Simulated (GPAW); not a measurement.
**Te3As2 (Kalgoorlieite): G0W0 with GPAW, start to end**

How does a plane-wave GW calculation on Te3As2 (Kalgoorlieite) run from the first input to the gap?

Main program and level: GPAW 26.7.0; LDA and many-body steps on it, plane waves.

**The experiments to reproduce.**

- Gap 0.46 eV: band gap, earlier experiment; bulk crystal (quoted in “Nonlinear optical properties of arsenic telluride and its use in ultrafast fiber lasers”, 2020, pmc:7498598).

## 1. The starting structure

It takes space group C2/m (No. 12, monoclinic). Conventional cell: a = 14.357 Å, b = 4.020 Å, c = 9.899 Å, α = 90.00°, β = 95.11°, γ = 90.00°. Nearest to Te lie 3 As at 2.74 to 2.99 Å. Nearest to Te lie 3 As at 2.65 to 2.95 Å. Nearest to Te lie 3 As at 2.76 to 2.82 Å. Nearest to As lie 6 Te at 2.76 to 2.99 Å. Nearest to As lie 3 Te at 2.65 to 2.74 Å. Farther neighbours and most contacts between anions are not listed.

The cell and positions come from the Crystallography Open Database and are kept as given unless a step says otherwise. Spin-orbit coupling is left out unless a step names it.

## 2. Ground state

This step: GPAW 26.7.0; DFT, LDA, plane waves, PAW.

The ground-state density comes first.

run.py

```python
import json
import numpy as np
from gpaw.mpi import world
from ase import Atoms
from gpaw import GPAW, PW, FermiDirac

atoms = Atoms(['Te', 'Te', 'Te', 'Te', 'Te', 'Te', 'As', 'As', 'As', 'As'],
    cell=[[7.1786500000, -2.0099500000, 0.0000000000],
      [7.1786500000, 2.0099500000, 0.0000000000],
      [-0.8811692412, 0.0000000000, 9.8597029250]],
    scaled_positions=[[0.0289000000, 0.0289000000, 0.2868000000],
      [0.9711000000, 0.9711000000, 0.7132000000],
      [0.7777000000, 0.7777000000, 0.3390000000],
      [0.2223000000, 0.2223000000, 0.6610000000],
      [0.3744000000, 0.3744000000, 0.0355000000],
      [0.6256000000, 0.6256000000, 0.9645000000],
      [0.2026000000, 0.2026000000, 0.1408000000],
      [0.7974000000, 0.7974000000, 0.8592000000],
      [0.6133000000, 0.6133000000, 0.4406000000],
      [0.3867000000, 0.3867000000, 0.5594000000]],
    pbc=(True, True, True))
calc = GPAW(mode=PW(450),
    xc='LDA',
    kpts={'size': (6, 6, 4), 'gamma': True},
    occupations=FermiDirac(0.001),
    nbands=-11,
    convergence={'density': 1e-6, 'bands': -3},
    maxiter=100,
    txt='gs.txt')
atoms.calc = calc
res = {'energy': atoms.get_potential_energy()}
kpts = calc.get_ibz_k_points()
res['kpts'] = kpts
res['eigenvalues'] = [calc.get_eigenvalues(kpt=k) for k in range(len(kpts))]
res['n_electrons'] = calc.get_number_of_electrons()
calc.write('gs.gpw')

if world.rank == 0:
    with open('result.json', 'w') as f:
        json.dump(res, f, default=lambda x: x.tolist())
```

Launch:

```bash
mpirun -n 8 gpaw python run.py
```

Numbers of over 12 decimals in the logs are rounded to 6 here.

The program printed:

```text
__  _  _
 | _ |_)|_||  |
 |__||  | ||/\| - 26.7.0

Input parameters:
  mode=PW(ecut=450.000000),
  convergence={'density': 1e-06, 'bands': -3},
  kpts=MonkhorstPack(size=(6, 6, 4), gamma=True),
  maxiter=100,
  nbands=-11,
  occupations=Occupations(name='fermi-dirac', width=0.001, fixmagmom=False),
  xc=XC(name='LDA')
  [... matrices ...]
Diagonalizing LCAO Hamiltonian
Converting LCAO to pw mode

                          Te

                                 As
                                       Te
             Te
                   As

                           As
                                 Te
       Te
             As

                    Te

Atoms  # Å, Bohr magnetons
|   | symbol |         x |         y |        z |    initial magnetic moments |
| 0 |     Te |  0.162207 |  0.000000 | 2.827763 | ( 0.0000,  0.0000,  0.0000) |
| 1 |     Te | 13.313924 |  0.000000 | 7.031940 | ( 0.0000,  0.0000,  0.0000) |
| 2 |     Te | 10.866956 | -0.000000 | 3.342439 | ( 0.0000,  0.0000,  0.0000) |
| 3 |     Te |  2.609175 |  0.000000 | 6.517264 | ( 0.0000,  0.0000,  0.0000) |
| 4 |     Te |  5.344092 |  0.000000 | 0.350019 | ( 0.0000,  0.0000,  0.0000) |
| 5 |     Te |  8.132039 |  0.000000 | 9.509683 | ( 0.0000,  0.0000,  0.0000) |
| 6 |     As |  2.784720 |  0.000000 | 1.388246 | ( 0.0000,  0.0000,  0.0000) |
| 7 |     As | 10.691410 | -0.000000 | 8.471457 | ( 0.0000,  0.0000,  0.0000) |
| 8 |     As |  8.417089 | -0.000000 | 4.344185 | ( 0.0000,  0.0000,  0.0000) |
| 9 |     As |  5.059042 | -0.000000 | 5.515518 | ( 0.0000,  0.0000,  0.0000) |

Unit cell  # Å
| periodic |         x |         y |        z |  lengths |    angles |
|      yes |  7.178650 | -2.009950 | 0.000000 | 7.454724 | 94.917395 |
|      yes |  7.178650 |  2.009950 | 0.000000 | 7.454724 | 94.917395 |
|      yes | -0.881169 |  0.000000 | 9.859703 | 9.899000 | 31.283427 |

Number of symmetries: 4
Symmetry operations  # r_c * U_cc + t_c -> r_c
|   | kind |            matrix            |
| 0 |  E   |  1, 0, 0,  0, 1, 0,  0, 0, 1 |
| 1 |  σ   |  0, 1, 0,  1, 0, 0,  0, 0, 1 |
| 2 |  C2  |  0,-1, 0, -1, 0, 0,  0, 0,-1 |
| 3 |  i   | -1, 0, 0,  0,-1, 0,  0, 0,-1 |

BZ-sampling:
  Number of BZ points: 144
  Number of IBZ points: 47

  Monkhorst-Pack size: [6, 6, 4]
  Monkhorst-Pack shift: [0.083333, 0.083333, 0.125]

K-points  # in reciprocal-cell coordinates
|     |                                coordinates |     weight |
|   0 | (  0.00000000,   0.00000000,   0.00000000) | 0.00694444 |
|   1 | (  0.00000000,   0.00000000,   0.25000000) | 0.01388889 |
|   2 | (  0.00000000,   0.00000000,   0.50000000) | 0.00694444 |
|   3 | (  0.16666667,  -0.16666667,   0.00000000) | 0.01388889 |
|   4 | (  0.16666667,  -0.16666667,   0.25000000) | 0.02777778 |
|   5 | (  0.16666667,  -0.16666667,   0.50000000) | 0.01388889 |
|   6 | (  0.16666667,   0.00000000,  -0.25000000) | 0.02777778 |
|   7 | (  0.16666667,   0.00000000,   0.00000000) | 0.02777778 |
|   8 | (  0.16666667,   0.00000000,   0.25000000) | 0.02777778 |
|   9 | (  0.16666667,   0.00000000,   0.50000000) | 0.02777778 |
| ... |                                            |            |
|  46 | (  0.50000000,   0.50000000,   0.50000000) | 0.00694444 |

Plane wave coefficients: 6194
Cutoff: 450.000000 eV

Spin-components: 1 (collinear spins)
Bands:           39
Projectors:      50
Spin-degeneracy: 2
Datatype:        complex128

  Storage: CPU
  Wave functions: 179_985_936 bytes (22_498_242 per core)
  Projectors: 133_835_696 bytes (16_729_462 per core)
  [... matrices ...]
Parallelization:
  kpt:    8
  domain: 1
  band:   1

Density:
  Valence electrons: 56.0
  Components: 1
  Grid points: [40 40 49]
  Charge: 0.0  # |e|

Potential:
  Grid points: [40 40 49]

species:
  Te:
    name:    Tellurium
    Z:       52.0
    valence: 6
    core:    46
    charge:  0.0  # [|e|]
    compensation charges:
      type: gauss
      rc: 0.36  # [Å]
      lmax: 2
    cutoffs:
      filter: 2.09  # [Å]
      core: 3.17  # [Å]
    projectors
    | kind |    occ | energy [eV] | rcut [Å] |
    |   5s |  2.000 |     -15.337 |    1.180 |
    |   5p |  4.000 |      -6.113 |    1.196 |
    |    s |        |      11.875 |    1.180 |
    |    p |        |      21.098 |    1.196 |
    |    d |        |       0.000 |    1.238 |

    Using partial waves for Te as LCAO basis

  As:
    name:    Arsenic
    Z:       33.0
    valence: 5
    core:    28
    charge:  0.0  # [|e|]
    compensation charges:
      type: gauss
      rc: 0.33  # [Å]
      lmax: 2
    cutoffs:
      filter: 1.87  # [Å]
      core: 2.96  # [Å]
    projectors
    | kind |    occ | energy [eV] | rcut [Å] |
    |   4s |  2.000 |     -14.691 |    1.058 |
    |   4p |  3.000 |      -5.342 |    1.058 |
    |    s |        |      12.520 |    1.058 |
    |    p |        |      21.869 |    1.058 |
    |    d |        |       0.000 |    1.058 |

    Using partial waves for As as LCAO basis

Reference energy: -1353504.608155  # eV

eigensolver:
  PPCG
  Converge bands: -3
  niter=2

density mixing:
  MSR1-Mixer
  Pratt-step length: 0.05
  Maximum mixing coefficient: 0.75
  Old densities: 10
  SVD Regularization: 0.005
  Good broyden scale: 1.0
  Trust region scale: 1.0
  Backstep threshold: 4.0
  History deletion threshold: 6.0
  Fourier metric: weight=20.0, sigma=0.015

occupation numbers:
  Fermi-Dirac:
    width: 0.0010  # eV

poisson solver:
  ecut: 3600.000000  # eV

xc functional:
  name: None

Initialization done in: 7.577 s

convergence criteria:
- Maximum integral of absolute [dens]ity change: 1e-06 electrons / valence electron
- Maximum [total energy] change in last 3 cyles: 0.0005 eV / valence electron
- Maximum integral of absolute [eigenst]ate change: 4e-08 eV^2 / valence electron
maximum number of iterations: 100

SCF iterations
|iter     |     time |      energy | eigst |  dens |
|iter:   1|  |  -44.914168 | -0.06 |       |
|iter:   2|  |  -44.949773 | -1.48 | -1.28 |
|iter:   3|  |  -45.068406 | -1.94 | -1.31 |
|iter:   4|  |  -44.848899 | -2.12 | -1.44 |
|iter:   5|  |  -44.839959 | -2.71 | -1.83 |
|iter:   6|  |  -44.831600c| -3.05 | -2.15 |
|iter:   7|  |  -44.828314c| -3.65 | -2.35 |
|iter:   8|  |  -44.827970c| -4.33 | -2.68 |
|iter:   9|  |  -44.827970c| -4.76 | -3.45 |
|iter:  10|  |  -44.827969c| -5.09 | -3.78 |
|iter:  11|  |  -44.827969c| -5.36 | -4.14 |
|iter:  12|  |  -44.827969c| -5.63 | -4.81 |
|iter:  13|  |  -44.827969c| -5.88 | -5.22 |
|iter:  14|  |  -44.827969c| -6.16 | -5.98 |
|iter:  15|  |  -44.827969c| -6.42 | -6.54c|
|iter:  16|  |  -44.827969c| -6.67 | -7.20c|
|iter:  17|  |  -44.827969c| -6.96 | -7.56c|
|iter:  18|  |  -44.827969c| -7.16 | -7.85c|
|iter:  19|  |  -44.827969c| -7.40c| -8.29c|

Converged in 19 steps
SCF loop duration: 164.364 s (8.651 s/step)
Energy contributions relative to reference atoms: (reference = -1353504.608155)
  [... matrices ...]
Energy contributions:
  Kinetic:          57.524262
  Coulomb:         -58.484656
  Zero:              0.543155
  External:          0.000000
  Xc:              -44.410730
  Entropy:          -0.000000
  Spinorbit:         0.000000
  ----------------------------
  Free energy:     -44.827969
  Extrapolated:    -44.827969

dipole moment: (-0.001229, -0.000000, -0.000899)  # |e|*Ang

Fermi level: 5.995
Eigenvalues  # (at kpt = [0.000, 0.000, 0.000])
| band index |      eig [eV] | occ [0-2] |
|          0 |        -8.303 |     2.000 |
|        ... |               |           |
|         20 |         3.792 |     2.000 |
|         21 |         4.463 |     2.000 |
|         22 |         4.864 |     2.000 |
|         23 |         4.938 |     2.000 |
|         24 |         5.002 |     2.000 |
|         25 |         5.051 |     2.000 |
|         26 |         5.217 |     2.000 |
|         27 |         5.228 |     2.000 |
|         28 |         6.697 |     0.000 |
[...]
|         32 |         7.470 |     0.000 |
|         33 |         7.523 |     0.000 |
|         34 |         7.598 |     0.000 |
|         35 |         7.753 |     0.000 |
|        ... |               |           |
|         38 |         9.197 |     0.000 |

Gap: 0.414 eV
Transition (v -> c):
  (s=0, k=41, n=27, [0.50, 0.33, 0.00]) -> (s=0, k=46, n=28, [0.50, 0.50, 0.50])
Direct/indirect transitions are different
Direct gap: 0.527 eV
Transition at: (s=0, k=32, n=27, [0.33, 0.33, 0.50])
# Writing to gs.gpw (mode='')
  [... matrices ...]
```

Run time: 3 min. Hardware: 8 MPI ranks of Arm Neoverse V1, shared host; peak memory 2.4 GiB; 18 min of CPU time.

This step gave:

| Item | Value |
| --- | --- |
| total energy | -44.83 eV |
| gap | 0.4141 eV |
| k of the valence top | 0.5, 0.3333, 0 |
| k of the conduction bottom | 0.5, 0.5, 0.5 |
| least direct gap | 0.5271 eV |

The gap is indirect, with the least direct gap 0.11 eV higher.

## 3. Bands along the symmetry lines

Levels along a band path, at the cheap level, show where the edges lie and whether the meshes to come will hold them.

run.py

```python
import json
import numpy as np
from gpaw.mpi import world
from gpaw import GPAW

path = [[0.000000, 0.000000, 0.000000],
    [-0.033719, 0.033719, 0.000000],
    [-0.067439, 0.067439, 0.000000],
    [-0.101158, 0.101158, 0.000000],
    [-0.134878, 0.134878, 0.000000],
    [-0.168597, 0.168597, 0.000000],
    [-0.202316, 0.202316, 0.000000],
    [-0.236036, 0.236036, 0.000000],
    [-0.269755, 0.269755, -0.000000],
    [-0.730245, -0.269755, 0.000000],
    [-0.701464, -0.298536, 0.000000],
    [-0.672684, -0.327316, 0.000000],
    [-0.643903, -0.356097, 0.000000],
    [-0.615122, -0.384878, 0.000000],
    [-0.586342, -0.413658, 0.000000],
    [-0.557561, -0.442439, 0.000000],
    [-0.528781, -0.471219, 0.000000],
    [-0.500000, -0.500000, 0.000000],
    [-0.437500, -0.437500, 0.000000],
    [-0.375000, -0.375000, 0.000000],
    [-0.312500, -0.312500, 0.000000],
    [-0.250000, -0.250000, 0.000000],
    [-0.187500, -0.187500, 0.000000],
    [-0.125000, -0.125000, 0.000000],
    [-0.062500, -0.062500, 0.000000],
    [0.000000, 0.000000, 0.000000],
    [-0.062500, -0.062500, 0.062500],
    [-0.125000, -0.125000, 0.125000],
    [-0.187500, -0.187500, 0.187500],
    [-0.250000, -0.250000, 0.250000],
    [-0.312500, -0.312500, 0.312500],
    [-0.375000, -0.375000, 0.375000],
    [-0.437500, -0.437500, 0.437500],
    [-0.500000, -0.500000, 0.500000],
    [-0.529099, -0.470901, 0.500000],
    [-0.558199, -0.441801, 0.500000],
    [-0.587298, -0.412702, 0.500000],
    [-0.616398, -0.383602, 0.500000],
    [-0.645497, -0.354503, 0.500000],
    [-0.674597, -0.325403, 0.500000],
    [-0.703696, -0.296304, 0.500000],
    [-0.732795, -0.267205, 0.500000],
    [-0.267205, 0.267205, 0.500000],
    [-0.233804, 0.233804, 0.500000],
    [-0.200403, 0.200403, 0.500000],
    [-0.167003, 0.167003, 0.500000],
    [-0.133602, 0.133602, 0.500000],
    [-0.100202, 0.100202, 0.500000],
    [-0.066801, 0.066801, 0.500000],
    [-0.033401, 0.033401, 0.500000],
    [0.000000, 0.000000, 0.500000],
    [0.000000, 0.000000, 0.437500],
    [0.000000, 0.000000, 0.375000],
    [0.000000, 0.000000, 0.312500],
    [0.000000, 0.000000, 0.250000],
    [0.000000, 0.000000, 0.187500],
    [0.000000, 0.000000, 0.125000],
    [0.000000, 0.000000, 0.062500],
    [0.000000, 0.000000, 0.000000],
    [-0.500000, 0.000000, 0.500000],
    [-0.437500, 0.000000, 0.437500],
    [-0.375000, 0.000000, 0.375000],
    [-0.312500, 0.000000, 0.312500],
    [-0.250000, 0.000000, 0.250000],
    [-0.187500, 0.000000, 0.187500],
    [-0.125000, 0.000000, 0.125000],
    [-0.062500, 0.000000, 0.062500],
    [0.000000, 0.000000, 0.000000],
    [-0.062500, 0.000000, 0.000000],
    [-0.125000, 0.000000, 0.000000],
    [-0.187500, 0.000000, 0.000000],
    [-0.250000, 0.000000, 0.000000],
    [-0.312500, 0.000000, 0.000000],
    [-0.375000, 0.000000, 0.000000],
    [-0.437500, 0.000000, 0.000000],
    [-0.500000, 0.000000, -0.000000]]
calc = GPAW('gs.gpw').fixed_density(kpts=path,
    symmetry='off',
    nbands=38,
    convergence={'bands': 34},
    txt='bands.txt')
res = {}
kpts = calc.get_ibz_k_points()
res['kpts'] = kpts
res['eigenvalues'] = [calc.get_eigenvalues(kpt=k) for k in range(len(kpts))]
res['n_electrons'] = calc.get_number_of_electrons()

if world.rank == 0:
    with open('result.json', 'w') as f:
        json.dump(res, f, default=lambda x: x.tolist())
```

Launch:

```bash
mpirun -n 8 gpaw python run.py
```

The program printed:

```text
Diagonalizing LCAO Hamiltonian
Converting LCAO to pw mode
convergence criteria:
- Maximum integral of absolute [eigenst]ate change: 4e-08 eV^2 / valence electron
maximum number of iterations: 100

SCF iterations
|iter     |     time |      energy | eigst |  dens |
|iter:   1|  |             | -0.13 |       |
|iter:   2|  |             | -1.72 |       |
|iter:   3|  |             | -2.73 |       |
[...]
|iter:  13|  |             | -6.83 |       |
|iter:  14|  |             | -7.15 |       |
|iter:  15|  |             | -7.40c|       |
SCF steps: 15
  __  _  _
 | _ |_)|_||  |
 |__||  | ||/\| - 26.7.0

Input parameters:
  mode=PW(ecut=450.000000),
  convergence={'bands': 34},
  gpts=array([40, 40, 49]),
  kpts=KPoints(kpts=array([[ 0.      ,  0.      ,  0.      ],
         [-0.033719,  0.033719,  0.      ],
         [-0.067439,  0.067439,  0.      ],
         [-0.101158,  0.101158,  0.      ],
[...]
[-0.5     , -0.5     ,  0.      ],
         [-0.4375  , -0.4375  ,  0.      ],
         [-0.375   , -0.375   ,  0.      ],
[...]
[ 0.      ,  0.      ,  0.      ],
[...]
[-0.066801,  0.066801,  0.5     ],
         [-0.033401,  0.033401,  0.5     ],
         [ 0.      ,  0.      ,  0.5     ],
         [ 0.      ,  0.      ,  0.4375  ],
[...]
[ 0.      ,  0.      ,  0.      ],
[...]
[ 0.      ,  0.      ,  0.      ],
[...]
[-0.375   ,  0.      ,  0.      ],
         [-0.4375  ,  0.      ,  0.      ],
         [-0.5     ,  0.      , -0.      ]])),
  maxiter=100,
  nbands=38,
  occupations=Occupations(name='fermi-dirac', width=0.001, fixmagmom=False),
  parallel={},
  symmetry=Symmetry(point_group=False, time_reversal=False),
  xc=XC(name='LDA')
  [... matrices ...]
timing:  # [seconds]
  Total: 0.068  # ━━━━━━━━━━━━━━━━━━━━━━━━━━━━━━━━━━━━━━━━━━━━━━━━━━━━━━━━━━━
```

Wall time 2.9 min (8 MPI ranks); peak memory 2.7 GiB; 17 min of CPU time.

This step gave:

- gap: 0.3764 eV
- k of the valence top: 0, 0, 0.3125
- k of the conduction bottom: -0.5, -0.5, 0.5
- least direct gap: 0.4107 eV

The gap is 0.376 eV, −0.038 eV from the run before at this level.

Electronic bands along the path, in eV, zero at the top of the highest filled band:

```tsv
point	band 25	band 26	band 27	band 28	band 29	band 30	band 31	band 32
Γ	-0.65	-0.61	-0.44	-0.43	1.04	1.30	1.60	1.81
halfway	-0.63	-0.43	-0.38	-0.33	1.02	1.21	1.44	1.61
C	-1.44	-1.21	-1.09	-0.32	0.69	1.54	1.78	2.05
jump to C2	-1.44	-1.21	-1.09	-0.32	0.69	1.54	1.78	2.05
halfway	-0.94	-0.91	-0.71	-0.21	0.65	1.25	1.33	1.73
Y2	-0.91	-0.90	-0.68	-0.54	0.42	0.70	1.60	1.66
halfway	-0.85	-0.73	-0.43	-0.16	0.60	1.35	1.50	1.56
Γ	-0.65	-0.61	-0.44	-0.43	1.04	1.30	1.60	1.81
halfway	-0.67	-0.51	-0.50	-0.46	0.65	0.90	0.94	1.23
M2	-0.61	-0.34	-0.26	-0.15	0.38	0.46	0.92	1.49
halfway	-1.15	-1.10	-0.62	-0.55	1.09	1.35	1.88	1.91
D	-1.18	-0.99	-0.66	-0.64	1.00	1.00	1.37	1.67
jump to D2	-1.18	-0.99	-0.66	-0.64	1.00	1.00	1.37	1.67
halfway	-0.60	-0.56	-0.32	-0.25	1.01	1.40	1.81	1.95
A	-0.54	-0.34	-0.22	-0.20	0.73	0.80	1.17	1.32
halfway	-0.65	-0.34	-0.31	-0.06	0.49	1.28	1.30	1.58
Γ	-0.65	-0.61	-0.44	-0.43	1.04	1.30	1.60	1.81
jump to L2	-1.21	-0.84	-0.82	-0.38	0.84	0.90	1.37	1.76
halfway	-0.86	-0.59	-0.54	-0.37	1.13	1.43	1.62	1.68
Γ	-0.65	-0.61	-0.44	-0.43	1.04	1.30	1.60	1.81
halfway	-0.81	-0.62	-0.45	-0.26	1.05	1.34	1.34	1.53
V2	-1.23	-1.17	-0.80	-0.79	0.97	1.46	1.48	2.03
```

## 4. Empty states on the mesh, 4×4×2 mesh, 472 bands

The sums over transitions need many empty states on a uniform mesh; this step solves for them.

run.py

```python
import json
import numpy as np
from gpaw.mpi import world
from gpaw import GPAW

calc = GPAW('gs.gpw').fixed_density(kpts={'size': (4, 4, 2), 'gamma': True},
    parallel={'domain': 1, 'band': 1},
    txt='nscf.txt')
calc.diagonalize_full_hamiltonian(nbands=472)
calc.write('full.gpw', mode='all')
res = {}
kpts = calc.get_ibz_k_points()
res['kpts'] = kpts
res['eigenvalues'] = [calc.get_eigenvalues(kpt=k) for k in range(len(kpts))]
res['n_electrons'] = calc.get_number_of_electrons()

if world.rank == 0:
    with open('result.json', 'w') as f:
        json.dump(res, f, default=lambda x: x.tolist())
```

Launch:

```bash
mpirun -n 8 gpaw python run.py
```

The program printed:

```text
Diagonalizing LCAO Hamiltonian
Converting LCAO to pw mode
convergence criteria:
- Maximum integral of absolute [eigenst]ate change: 4e-08 eV^2 / valence electron
maximum number of iterations: 100

SCF iterations
|iter     |     time |      energy | eigst |  dens |
|iter:   1|  |             | -0.06 |       |
|iter:   2|  |             | -1.54 |       |
|iter:   3|  |             | -2.40 |       |
[...]
|iter:  17|  |             | -7.03 |       |
|iter:  18|  |             | -7.25 |       |
|iter:  19|  |             | -7.40c|       |
SCF steps: 19
  __  _  _
 | _ |_)|_||  |
 |__||  | ||/\| - 26.7.0

Input parameters:
  mode=PW(ecut=450.000000),
  convergence={'density': 1e-06, 'bands': -3},
  gpts=array([40, 40, 49]),
  kpts=MonkhorstPack(size=(4, 4, 2), gamma=True),
  maxiter=100,
  nbands=39,
  occupations=Occupations(name='fermi-dirac', width=0.001, fixmagmom=False),
  parallel={'domain': 1, 'band': 1},
  xc=XC(name='LDA')
Matrix size: 6137x6137
# Writing to full.gpw (mode='all')
  [... matrices ...]

timing:  # [seconds]
  Total: 642.526  # ━━━━━━━━━━━━━━━━━━━━━━━━━━━━━━━━━━━━━━━━━━━━━━━━━━━━━━━━━
```

The job ended after 12 min (8 MPI ranks; peak memory 24 GiB).

This step gave:

```
gap                                                           : 0.4767 eV
k of the valence top                                          : 0.25, 0.25, 0.5
k of the conduction bottom                                    : 0.5, 0.5, 0.5
least direct gap                                              : 0.5294 eV
k points computed                                             : 14
lowest point of the top converged band, above the valence top : 68.0171 eV
```

On this mesh the gap is 0.477 eV. The earlier step found 0.414 eV, so this mesh misses an edge.

(Continued in part 2 of 2.)

[Paths, hosts, dates, memory and timing lines, banners, echoed tables and standing remarks are left out of the program output.]

[Logs are printed without paths, hosts, clocks, repeated set-up lines and the standing remarks that a program may print on its own settings, such as how far it seeks lower states.]

[Runs of the session that timed out or met a known fault of the program may be left out.]

[Hosts, paths, dates, database ids (printed as entryN), source tags and the programs' standing remarks are cut or masked in the printed files.]
